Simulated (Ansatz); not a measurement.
# Se on Al(111): change of the work function, part 3 of 4

Wanted: Δφ(θ) for Se/Al(111), starting from the fcc site.

Ansatz 0.2.0; plane-wave DFT, PBE, Ansatz PAW.

So far, work function, upper face (eV): step 2 (the clean slab) 4.02; step 3 (37 atoms, coverage 0.111 ML, cell 3x3) 4.20.

### Step 4. Adsorbate added, k-mesh 6×6×1, coverage 0.25 ML

System of this step: Se/Al(111). The cell holds 17 atoms: 16 Al and 1 Se. Cell: a = 5.728 Å, b = 5.728 Å, c = 26.809 Å, α = 90.0°, β = 90.0°, γ = 60.0°. Vacuum lies along c.

Another coverage, to see how the dipoles act on each other as their distance changes.

input.yaml reads:

```yaml
crystal:
  lattice:
    - [5.7275649276, 0.0, 0.0]
    - [2.8637824638, 4.9602167292, 0.0]
    - [0.0, 0.0, 26.8090152073]
  atoms:
    - { symbol: Al, position: [0.0, 0.0, 0.3357079673] }
    - { symbol: Al, position: [0.1666666667, 0.1666666667, 0.4229274556] }
    - { symbol: Al, position: [0.3333333333, 0.3333333333, 0.5081857574] }
    - { symbol: Al, position: [0.0, 0.0, 0.5952293325] }
    - { symbol: Al, position: [0.0, 0.5, 0.3357079673] }
    - { symbol: Al, position: [0.1666666667, 0.6666666667, 0.4229274556] }
    - { symbol: Al, position: [0.3333333333, 0.8333333333, 0.5081857574] }
    - { symbol: Al, position: [0.0, 0.5, 0.5952293325] }
    - { symbol: Al, position: [0.5, 0.0, 0.3357079673] }
    - { symbol: Al, position: [0.6666666667, 0.1666666667, 0.4229274556] }
    - { symbol: Al, position: [0.8333333333, 0.3333333333, 0.5081857574] }
    - { symbol: Al, position: [0.5, 0.0, 0.5952293325] }
    - { symbol: Al, position: [0.5, 0.5, 0.3357079673] }
    - { symbol: Al, position: [0.6666666667, 0.6666666667, 0.4229274556] }
    - { symbol: Al, position: [0.8333333333, 0.8333333333, 0.5081857574] }
    - { symbol: Al, position: [0.5, 0.5, 0.5952293325] }
    - { symbol: Se, position: [0.1666666667, 0.1666666667, 0.6642920327] }
kpoints:
  mp_grid: { grid: [6, 6, 1] }
hamiltonian:
  xc: pbe
scf:
  occupations: { method: fermi_dirac, width: 0.1 }
  convergence: { dr2_threshold: 1.0e-08 }
efield:
  axis: 3
  dipole_correction: true
  ramp_position: 0.97
  ramp_width: 0.06
relax:
  f_tol: 0.02
  max_steps: 60
  constraints: [{ sites: [0, 1, 4, 5, 8, 9, 12, 13] }]
output:
  dos: { projected: true, e_range: [-8, 4] }
  write_potential: true
  write_density: true
  volumetric_format: npy
  elf: true
```

Command:

```bash
ansatz run input.yaml --threads 2 --pin off --max-ram 4096MiB --backend cpu --events-out ev --progress --plain --runs-dir out
```

Numbers of over 12 decimals in the logs are rounded to 6 here.

Log:

```text
[...]
Crystal: 17 atoms, lattice volume = 761.643 Å³
Basis set: ecut = 420 eV, 14969 PW (Γ), exchange–correlation on 80×80×360 points (8 copies of the dense FFT grid, shifted against one another)
Bands: 49, of which v1, the nominal top of the filled ones, is band 32 counted from 1 (31 counted from 0)
Symmetry: 6 space group operations
[...]
k-points: 7 of 36 (time reversal used)
[...]
SCF iter   1: F=—  HF=-14067.819767 eV  |F-HF|=—  |Δ(HF+E_count)|=         —  Δρ=1.63e-3  dr2=2.84e-1  ethr=1.77e-3  p=-0.103 e·Å  D=-2.44e-2 V/Å  ΔV_dip=0.66 eV  dr2_dipole=4.90e-2  V_vac-E_F(+/−)=4.62/3.97 eV  ⟨swp⟩=13.4  Hψ=2120  notcnv=0  defer=1
[...]
SCF iter   8: F=-14067.801670 eV  HF=-14067.801670 eV  |F-HF|=9.23e-9  |Δ(HF+E_count)|=   5.11e-8  Δρ=3.71e-7  dr2=2.57e-9  ethr=1.56e-11  p=-0.053 e·Å  D=-1.25e-2 V/Å  ΔV_dip=0.34 eV  dr2_dipole=9.63e-11  V_vac-E_F(+/−)=4.36/4.03 eV  ⟨swp⟩=19.4  Hψ=2594  notcnv=0
SCF 1 converged in 8 iterations: F = -14067.801670 eV  dr2 = 2.57e-9
[...]
relax step   1: F+E_penalty+E_count = -14067.80167020 eV  Δ(F+E_penalty+E_count) = +0.000e0 eV  max|allowed force component| = 6.393e-1 eV/Å  Δτ_max = 0.0000 Å  (8 SCF iters, accepted)
[...]
SCF iter   1: F=—  HF=-14067.950149 eV  |F-HF|=—  |Δ(HF+E_count)|=         —  Δρ=2.02e-3  dr2=1.33e-1  ethr=1.33e-4  p=-0.053 e·Å  D=-1.25e-2 V/Å  ΔV_dip=0.34 eV  dr2_dipole=2.50e-2  V_vac-E_F(+/−)=4.38/4.05 eV  ⟨swp⟩=2.0  Hψ=1525  notcnv=0  defer=10
[...]
eigensolver tolerance schedule calibrated: the retry pair's looser diagonalisation under-reported the residual by θ = 0.36 (0.26/decade); ethr = c·dr2/N_el runs at the constant in force after the calibration composes with the one it found (an armed cap, an earlier calibration), c = 1.4e-2
[...]
SCF iter   2: F=—  HF=-14067.933232 eV  |F-HF|=—  |Δ(HF+E_count)|=   1.69e-2  Δρ=1.23e-3  dr2=2.97e-2  ethr=3.01e-5  p=-0.070 e·Å  D=-1.67e-2 V/Å  ΔV_dip=0.45 eV  dr2_dipole=5.71e-4  V_vac-E_F(+/−)=4.47/4.02 eV  ⟨swp⟩=3.6  Hψ=866  notcnv=0  defer=10
[...]
SCF iter   8: F=-14067.927113 eV  HF=-14067.927112 eV  |F-HF|=1.08e-8  |Δ(HF+E_count)|=   7.82e-8  Δρ=3.48e-7  dr2=1.33e-9  ethr=2.26e-12  p=-0.065 e·Å  D=-1.53e-2 V/Å  ΔV_dip=0.41 eV  dr2_dipole=6.94e-11  V_vac-E_F(+/−)=4.43/4.02 eV  ⟨swp⟩=18.9  Hψ=2362  notcnv=0
SCF 2 converged in 8 iterations: F = -14067.927113 eV  dr2 = 1.33e-9
relax step   2: F+E_penalty+E_count = -14067.92711250 eV  Δ(F+E_penalty+E_count) = -1.254e-1 eV  max|allowed force component| = 2.061e-1 eV/Å  Δτ_max = 0.1564 Å  (8 SCF iters, accepted)
SCF iter   1: F=—  HF=-14067.936976 eV  |F-HF|=—  |Δ(HF+E_count)|=         —  Δρ=4.88e-4  dr2=1.12e-2  ethr=7.90e-5  p=-0.065 e·Å  D=-1.53e-2 V/Å  ΔV_dip=0.41 eV  dr2_dipole=1.57e-3  V_vac-E_F(+/−)=4.43/4.02 eV  ⟨swp⟩=2.0  Hψ=751  notcnv=0  defer=12
[...]
SCF iter   7: F=-14067.935066 eV  HF=-14067.935066 eV  |F-HF|=1.21e-8  |Δ(HF+E_count)|=   6.96e-8  Δρ=4.11e-7  dr2=2.04e-9  ethr=1.56e-11  p=-0.060 e·Å  D=-1.43e-2 V/Å  ΔV_dip=0.38 eV  dr2_dipole=1.58e-10  V_vac-E_F(+/−)=4.41/4.03 eV  ⟨swp⟩=15.0  Hψ=2358  notcnv=0
SCF 3 converged in 7 iterations: F = -14067.935066 eV  dr2 = 2.04e-9
relax step   3: F+E_penalty+E_count = -14067.93506618 eV  Δ(F+E_penalty+E_count) = -7.954e-3 eV  max|allowed force component| = 3.299e-2 eV/Å  Δτ_max = 0.0349 Å  (7 SCF iters, accepted)
SCF iter   1: F=—  HF=-14067.935282 eV  |F-HF|=—  |Δ(HF+E_count)|=         —  Δρ=6.38e-5  dr2=1.48e-4  ethr=4.32e-6  p=-0.060 e·Å  D=-1.43e-2 V/Å  ΔV_dip=0.38 eV  dr2_dipole=1.47e-6  V_vac-E_F(+/−)=4.41/4.03 eV  ⟨swp⟩=2.0  Hψ=632  notcnv=0
[...]
SCF iter   6: F=-14067.935208 eV  HF=-14067.935208 eV  |F-HF|=5.17e-9  |Δ(HF+E_count)|=   8.28e-9  Δρ=1.81e-7  dr2=2.57e-10  ethr=1.56e-11  p=-0.059 e·Å  D=-1.41e-2 V/Å  ΔV_dip=0.38 eV  dr2_dipole=3.64e-12  V_vac-E_F(+/−)=4.41/4.03 eV  ⟨swp⟩=11.9  Hψ=2222  notcnv=0
SCF 4 converged in 6 iterations: F = -14067.935208 eV  dr2 = 2.57e-10
relax step   4: F+E_penalty+E_count = -14067.93520809 eV  Δ(F+E_penalty+E_count) = -1.419e-4 eV  max|allowed force component| = 4.488e-3 eV/Å  Δτ_max = 0.0033 Å  (6 SCF iters, accepted)
[...]
WARN: The output density's exchange-correlation potential varies sharply where the density is thin. Do not read a vacuum level from v_tot or v_xc, or from such a field of the output density. On a cell that repeats whose density bears no net charge and no dipole along the vacuum's axis use v_es (v_loc + v_h of the components); under efield.dipole_correction with no amplitude use v_es + v_field, which holds any externa [...]
SCF converged after 6 iterations
Free energy (F): -14067.935208 eV
[...]
Internal energy: -14067.701766 eV  (E = F + TS)
E sigma→0 (E₀):  -14067.818487 eV
Entropy (-TS):   -0.233442 eV (-13.732 meV/atom)
Fermi energy:    0.448592 eV
Dipole field:    D = -0.014063 V/Å  (p = -0.059191 e·Å, saw-weighted, corrected)
Work function:   Φ+ = 4.4056 eV   Φ− = 4.0286 eV
[...]
--- Forces (eV/Å), atoms counted from 1 ---
  atom   1  Al    -0.08863526    -0.05117359     0.01696550
  atom   2  Al     0.00000000    -0.00000000     0.17873617
  atom   3  Al    -0.00056334    -0.00032524     0.00032855
  atom   4  Al    -0.00058123    -0.00033557     0.00096350
  atom   5  Al    -0.00000000     0.10234719     0.01696550
  atom   6  Al     0.08684940    -0.05014253    -0.05928244
  atom   7  Al     0.00000000     0.00065049     0.00032855
  atom   8  Al    -0.00000000     0.00067115     0.00096350
  atom   9  Al     0.08863526    -0.05117359     0.01696550
  atom  10  Al    -0.00000000     0.10028505    -0.05928244
  atom  11  Al     0.00056334    -0.00032524     0.00032855
  atom  12  Al     0.00058123    -0.00033557     0.00096350
  atom  13  Al     0.00000000    -0.00000000    -0.05086088
  atom  14  Al    -0.08684940    -0.05014253    -0.05928244
  atom  15  Al     0.00000000    -0.00000000     0.00067293
  atom  16  Al    -0.00000000    -0.00000000    -0.00099385
  atom  17  Se     0.00000000     0.00000000    -0.00448845
  max |Σ_I F_I| component: 8.70e-6 eV/Å
--- Band table (eV; the first three rows and the last of 7) ---
  k-point 0: bands = [... 28 lower, -1.7058, -1.1119, -1.1119, -0.5483, 0.1301, 0.3601, 0.4701, 0.4701, ... 13 higher]
  k-point 1: bands = [... 28 lower, -1.2666, -0.7135, -0.7104, -0.3215, 0.1580, 0.3494, 0.3526, 0.7723, ... 13 higher]
  k-point 2: bands = [... 28 lower, -0.4654, -0.1761, 0.0253, 0.5467, 0.7433, 0.8031, 1.0055, 1.3088, ... 13 higher]
  k-point 6: bands = [... 28 lower, -0.5172, -0.5010, -0.0314, 0.9609, 1.0147, 1.8815, 1.9171, 2.2889, ... 13 higher]
--- Relaxed structure (4 steps of the walk, 4 accepted, 0 SCFs on fresh bases) ---
  F+E_penalty+E_count = -14067.93520809 eV   max|allowed force component| = 4.488e-3 eV/Å
  atoms:
[...]
- { symbol: Al, position: [0.166667, 0.166667, 0.422927] }
    - { symbol: Al, position: [0.330955, 0.330955, 0.509662] }
    - { symbol: Al, position: [-0.00790695, -0.00790695, 0.596625] }
    - { symbol: Al, position: [0.0, 0.500000, 0.3357079673] }
    - { symbol: Al, position: [0.166667, 0.666667, 0.422927] }
    - { symbol: Al, position: [0.330955, 0.838089, 0.509662] }
    - { symbol: Al, position: [-0.00790695, 0.515814, 0.596625] }
    - { symbol: Al, position: [0.500000, -1.7959490104491818e-17, 0.3357079673] }
    - { symbol: Al, position: [0.666667, 0.166667, 0.422927] }
    - { symbol: Al, position: [0.838089, 0.330955, 0.509662] }
    - { symbol: Al, position: [0.515814, -0.00790695, 0.596625] }
    - { symbol: Al, position: [0.500000, 0.500000, 0.3357079673] }
    - { symbol: Al, position: [0.666667, 0.666667, 0.422927] }
    - { symbol: Al, position: [0.833333, 0.833333, 0.505245] }
    - { symbol: Al, position: [0.500000, 0.500000, 0.590818] }
    - { symbol: Se, position: [0.166667, 0.166667, 0.663836] }
```

Run time: 47 s. Hardware: 2 threads of Arm Neoverse V1, shared host; peak memory 0.96 GiB.

Relaxation path:

| step | energy less that of the first step (eV) | largest force component (eV/Å) |
| --- | --- | --- |
| 1 | 0.0000 | 0.6393 |
| 2 | -0.1254 | 0.2061 |
| 3 | -0.1334 | 0.0330 |
| 4 | -0.1335 | 0.0045 |

Forces are held to the 6 operations that the run works with; a distortion that breaks them can't arise in this run.

The atoms that moved most (Å):

| atom | dx | dy | dz | length |
| --- | --- | --- | --- | --- |
| Al16 | 0.000 | 0.000 | -0.118 | 0.118 |
| Al4 | -0.068 | -0.039 | 0.037 | 0.087 |
| Al12 | 0.068 | -0.039 | 0.037 | 0.087 |
| Al8 | 0.000 | 0.078 | 0.037 | 0.087 |
| Al15 | 0.000 | 0.000 | -0.079 | 0.079 |
| Al3 | -0.020 | -0.012 | 0.040 | 0.046 |
| Al11 | 0.020 | -0.012 | 0.040 | 0.046 |
| Al7 | 0.000 | 0.024 | 0.040 | 0.046 |

The relaxed structure:

```xyz
17
Lattice="5.7276 0.0000 0.0000 2.8638 4.9602 0.0000 0.0000 0.0000 26.8090" Properties=species:S:1:pos:R:3
Al    0.0000    0.0000    9.0000
Al    1.4319    0.8267   11.3383
Al    2.8434    1.6416   13.6635
Al   -0.0679   -0.0392   15.9949
Al    1.4319    2.4801    9.0000
Al    2.8638    3.3068   11.3383
Al    4.2957    4.1571   13.6635
Al    1.4319    2.5585   15.9949
Al    2.8638    0.0000    9.0000
Al    4.2957    0.8267   11.3383
Al    5.7480    1.6416   13.6635
Al    2.9317   -0.0392   15.9949
Al    4.2957    2.4801    9.0000
Al    5.7276    3.3068   11.3383
Al    7.1595    4.1335   13.5451
Al    4.2957    2.4801   15.8393
Se    1.4319    0.8267   17.7968
```

This step gave:

```yaml
energy_at_zero_smearing: -14067.8185 eV
work_function_upper_face: 4.406 eV
dipole_along_the_normal: -0.05919 e·Å
step_between_the_vacuum_levels: 0.3770 eV
```

The density of states has structure finer than the step of the table below, so its rows give means over 0.25 eV, whole bins alone (the curve runs from -8 to 1.98 eV). Peaks (eV: height): -4.930: 24.6, -3.700: 16.8, -3.160: 15.1, -3.070: 19.9, -2.860: 52.8, -2.740: 16.0, 1.350: 15.3.

Table of density of states by energy, zero at the Fermi level; means over each step:

| energy (eV) | density of states (states/eV a cell) |
| --- | --- |
| -7.75 | 5.56 |
| -7.50 | 4.21 |
| -7.25 | 3.29 |
| -7.00 | 2.89 |
| -6.75 | 3.19 |
| -6.50 | 5.86 |
| -6.25 | 5.04 |
| -6.00 | 4.16 |
| -5.75 | 3.20 |
| -5.50 | 4.76 |
| -5.25 | 6.23 |
| -5.00 | 9.42 |
| -4.75 | 4.79 |
| -4.50 | 3.40 |
| -4.25 | 6.60 |
| -4.00 | 7.22 |
| -3.75 | 6.12 |
| -3.50 | 5.16 |
| -3.25 | 6.62 |
| -3.00 | 9.33 |
| -2.75 | 11.4 |
| -2.50 | 4.89 |
| -2.25 | 7.60 |
| -2.00 | 7.99 |
| -1.75 | 5.52 |
| -1.50 | 5.07 |
| -1.25 | 6.50 |
| -1.00 | 7.16 |
| -0.75 | 7.25 |
| -0.50 | 5.89 |
| -0.25 | 7.63 |
| 0.00 | 6.88 |
| 0.25 | 7.22 |
| 0.50 | 7.17 |
| 0.75 | 6.35 |
| 1.00 | 8.07 |
| 1.25 | 9.12 |
| 1.50 | 6.95 |
| 1.75 | 5.57 |

Projected DOS per atom over height of the atomic layer and energy from the Fermi level. Layers: Al4 Al4 Al4 Al4 Se from below.

Values in states/eV, 22 rows by 5 columns, each cell a mean:
```
0.38 0.35 0.31 0.35 0.19
0.50 0.48 0.48 0.42 0.31
0.47 0.38 0.38 0.40 0.23
0.52 0.38 0.37 0.42 0.30
0.50 0.39 0.38 0.36 0.28
0.43 0.36 0.33 0.34 0.25
0.47 0.44 0.44 0.38 0.45
0.36 0.28 0.33 0.29 0.42
0.44 0.34 0.34 0.42 0.67
0.36 0.33 0.34 0.36 0.77
0.45 0.49 0.48 0.36 1.04
0.36 0.27 0.32 0.28 1.24
0.37 0.33 0.25 0.31 1.03
0.35 0.34 0.36 0.38 1.46
0.20 0.26 0.30 0.23 0.52
0.44 0.37 0.34 0.48 0.93
0.29 0.24 0.23 0.30 0.45
0.23 0.25 0.26 0.25 0.24
0.27 0.34 0.33 0.31 0.19
0.17 0.19 0.18 0.18 0.11
0.19 0.24 0.24 0.19 0.10
0.26 0.31 0.31 0.27 0.12
```
Columns: height of the atomic layer (Å) from 9 to 17.8 (not evenly spaced); rows upwards: energy from the Fermi level (eV) from -7.96 to 1.95.

Valence density in the ca plane at fractional y = 0.167, with atoms of Al and Se within 0.2 Å of it. It is the smooth field of the valence electrons, not physical close to the nuclei.

Values in e/Å³, 8 rows by 16 columns, each cell a mean:
```
 0  0  0  0  0  0  0  0  0  0  0  0  0  0  0  0
 0  0  0  0  0  0  0  0  0  0  0  0  0  0  0  0
 0  0  0  0  0  0  0  0  0  0  0  0  0  0  0  0
 0  0  0  0  0  0  0  0  0  0  0  0  0  0  0  0
 0  0  0  0  0  0  0  0  0  0  0  0  0  0  0  0
 0  0  0  0  0  0  0  0  1  2  0  0  0  0  0  0
 0  0  0  0  0  0  0  0  7 13  0  0  0  0  0  0
 0  0  0  0  0  0  0  0  1  2  0  0  0  0  0  0
```
Columns run along c (16.0 Å, from fractional 0.33 to 0.93 of the cell), rows up along a (5.7 Å). Atoms in or near the plane, at fractional coordinates: Al at (0.42, 0.17), Al at (0.42, 0.67), Se at (0.66, 0.17).

ELF in the ca plane at fractional y = 0.167, with atoms of Al and Se within 0.2 Å of it. It is the smooth field of the valence electrons, not physical close to the nuclei.

Ten even steps from '0' (0.00) to '9' (0.85), each cell a mean:
```
76555677655655677775456788876310000000000000
76555667655665677776544445443100000000000000
87666665666676655567764211110000000000000000
77667511267776543358886310000000000000000000
66567312057766532247886310000000000000000000
76667401157766532357886310000000000000000000
87666643466677654468875210000000000000000000
86656666666666666677654322221100000000000000
76555666655655677776455667664210000000000000
87655676666666666665467889987421000000000000
87666643466777655544468888998631000000000000
76666401157776543333467744899741000000000000
76566312047776543222467623899742000000000000
77666511257777654433468867999741000000000000
87656765666676666654468899998531000000000000
```
Columns run along c (16.0 Å, from fractional 0.33 to 0.93 of the cell), rows up along a (5.7 Å). Atoms in or near the plane, at fractional coordinates: Al at (0.42, 0.17), Al at (0.42, 0.67), Se at (0.66, 0.17).

Electrostatic potential energy in the ca plane at fractional y = 0.167, with atoms of Al and Se within 0.2 Å of it. With pseudopotentials it is smooth inside the atoms' cores, unlike the true potential.

Values in eV, 8 rows by 16 columns, each cell a mean:
```
-11   0  -1   0  -8  -8  -3 -10   0   2   4   5   5   5   5   5
 -4  -2 -12  -6  -3  -3  -1  -4   2   4   5   5   5   5   5   5
  1  -4 -10 -10   1   2   2   1   3   4   5   5   5   5   5   5
 -4  -2 -13  -6  -2  -2   0  -4   2   4   5   5   5   5   5   5
-11   0  -2   0  -8  -8  -3 -10   0   3   4   5   5   5   5   5
 -4  -2 -12  -6  -3  -3   0  -3  -9 -11   3   5   5   5   5   5
  1  -5 -10 -10   1   1   2   0 -12 -12   0   5   5   5   5   5
 -4  -2 -13  -6  -3  -2   0  -3 -10 -12   3   5   5   5   5   5
```
Columns run along c (16.0 Å, from fractional 0.33 to 0.93 of the cell; values clipped at the 3rd and 97th percentile), rows up along a (5.7 Å). Atoms in or near the plane, at fractional coordinates: Al at (0.42, 0.17), Al at (0.42, 0.67), Se at (0.66, 0.17).

The relaxation took 4 steps and lowered the energy by 0.13 eV; the largest force on the free atoms ends at 0.0045 eV/Å.

By hand: a sheet of dipoles makes a step −p/(ε₀A) in the electron's potential. With e/ε₀ = 180.95 V·Å, p = -0.05919 e·Å and A = 28.41 Å², that is −180.95 × (-0.05919) / 28.41 = +0.377 eV, and the two vacuum levels of the run differ by +0.377 eV.

The covered face has 4.41 eV, +0.39 eV against the clean one; the bare back face has moved by +0.01 eV, a measure of how thin the slab is.

### Step 5. The covered slab, k-mesh 6×6×1, coverage 0.5 ML

System of this step: Se/Al(111). The cell holds 18 atoms: 16 Al and 2 Se. Its edges and angles: a = 5.728 Å, b = 5.728 Å, c = 26.809 Å, α = 90.0°, β = 90.0°, γ = 60.0°. Vacuum lies along c.

Another coverage, to see how the dipoles act on each other as their distance changes.

input.yaml: that of step 4 with these lines changed.

```diff
@@ -23,2 +23,3 @@
     - { symbol: Se, position: [0.1666666667, 0.1666666667, 0.6642920327] }
+    - { symbol: Se, position: [0.6666666667, 0.1666666667, 0.6642920327] }
 kpoints:
```

Log:

```text
[...]
Crystal: 18 atoms, lattice volume = 761.643 Å³
Basis set: ecut = 420 eV, 14969 PW (Γ), exchange–correlation on 80×80×360 points (8 copies of the dense FFT grid, shifted against one another)
Bands: 58, of which v1, the nominal top of the filled ones, is band 40 counted from 1 (39 counted from 0)
Symmetry: 4 space group operations
[...]
- { symbol: Al, position: [0.500000, 0.5, 0.335708] }
    - { symbol: Al, position: [0.666667, 0.6666666667, 0.4229274556] }
    - { symbol: Al, position: [0.829725, 0.840551, 0.506799] }
    - { symbol: Al, position: [0.490608, 0.518785, 0.594016] }
    - { symbol: Se, position: [0.145367, 0.209265, 0.667860] }
    - { symbol: Se, position: [0.645367, 0.209265, 0.667860] }
[key lines of the parts left out:]
SCF converged after 6 iterations
Free energy (F): -19537.352120 eV
Fermi energy:    0.849166 eV
Dipole field:    D = -0.013299 V/Å  (p = -0.055975 e·Å, saw-weighted, corrected)
Work function:   Φ+ = 4.4236 eV   Φ− = 4.0671 eV
```

Elapsed: 2.2 min, on 2 threads; peak memory 1.2 GiB; 4.3 min of CPU time.

Relaxation path:

| step | energy less that of the first step (eV) | largest force component (eV/Å) |
| --- | --- | --- |
| 1 | 0.0000 | 1.2399 |
| 2 | -0.3084 | 0.2523 |
| 3 | -0.3425 | 0.1254 |
| 4 | -0.3472 | 0.0362 |
| 5 | -0.3474 | 0.0174 |

Forces are held to the 4 operations that the run works with; a distortion that breaks them can't arise in this run.

The atoms that moved most (Å):

| atom | dx | dy | dz | length |
| --- | --- | --- | --- | --- |
| Se18 | 0.000 | 0.211 | 0.096 | 0.232 |
| Se17 | 0.000 | 0.211 | 0.096 | 0.232 |
| Al8 | 0.000 | 0.093 | -0.033 | 0.099 |
| Al16 | 0.000 | 0.093 | -0.033 | 0.099 |
| Al11 | 0.000 | 0.002 | 0.089 | 0.089 |
| Al3 | 0.000 | 0.002 | 0.089 | 0.089 |
| Al4 | 0.000 | -0.054 | 0.017 | 0.057 |
| Al12 | 0.000 | -0.054 | 0.017 | 0.057 |

The relaxed structure:

```xyz
18
Lattice="5.7276 0.0000 0.0000 2.8638 4.9602 0.0000 0.0000 0.0000 26.8090" Properties=species:S:1:pos:R:3
Al    0.0000    0.0000    9.0000
Al    1.4319    0.8267   11.3383
Al    2.8638    1.6555   13.7125
Al    0.0000   -0.0541   15.9743
Al    1.4319    2.4801    9.0000
Al    2.8638    3.3068   11.3383
Al    4.2957    4.1693   13.5868
Al    1.4319    2.5733   15.9250
Al    2.8638    0.0000    9.0000
Al    4.2957    0.8267   11.3383
Al    5.7276    1.6555   13.7125
Al    2.8638   -0.0541   15.9743
Al    4.2957    2.4801    9.0000
Al    5.7276    3.3068   11.3383
Al    7.1595    4.1693   13.5868
Al    4.2957    2.5733   15.9250
Se    1.4319    1.0380   17.9047
Se    4.2957    1.0380   17.9047
```

[end of part 3 of 4]

[Logs are printed without paths, hosts, clocks, repeated set-up lines and the standing remarks that a program may print on its own settings, such as how far it seeks lower states.]

[Hosts, paths, dates, database ids (printed as entryN), source tags and the programs' standing remarks are cut or masked in the printed files.]

[Maps of the electrostatic potential energy from Ansatz leave out the sawtooth potential of an applied field or a dipole correction, so their vacuum need not be flat; planar profiles and work functions include it.]

[The density of states shown here was stored with 400 of the rows of the run's finer table, so its peaks can read low, often by over a quarter, or be missed, and its means over a window can be off by a tenth or more.]
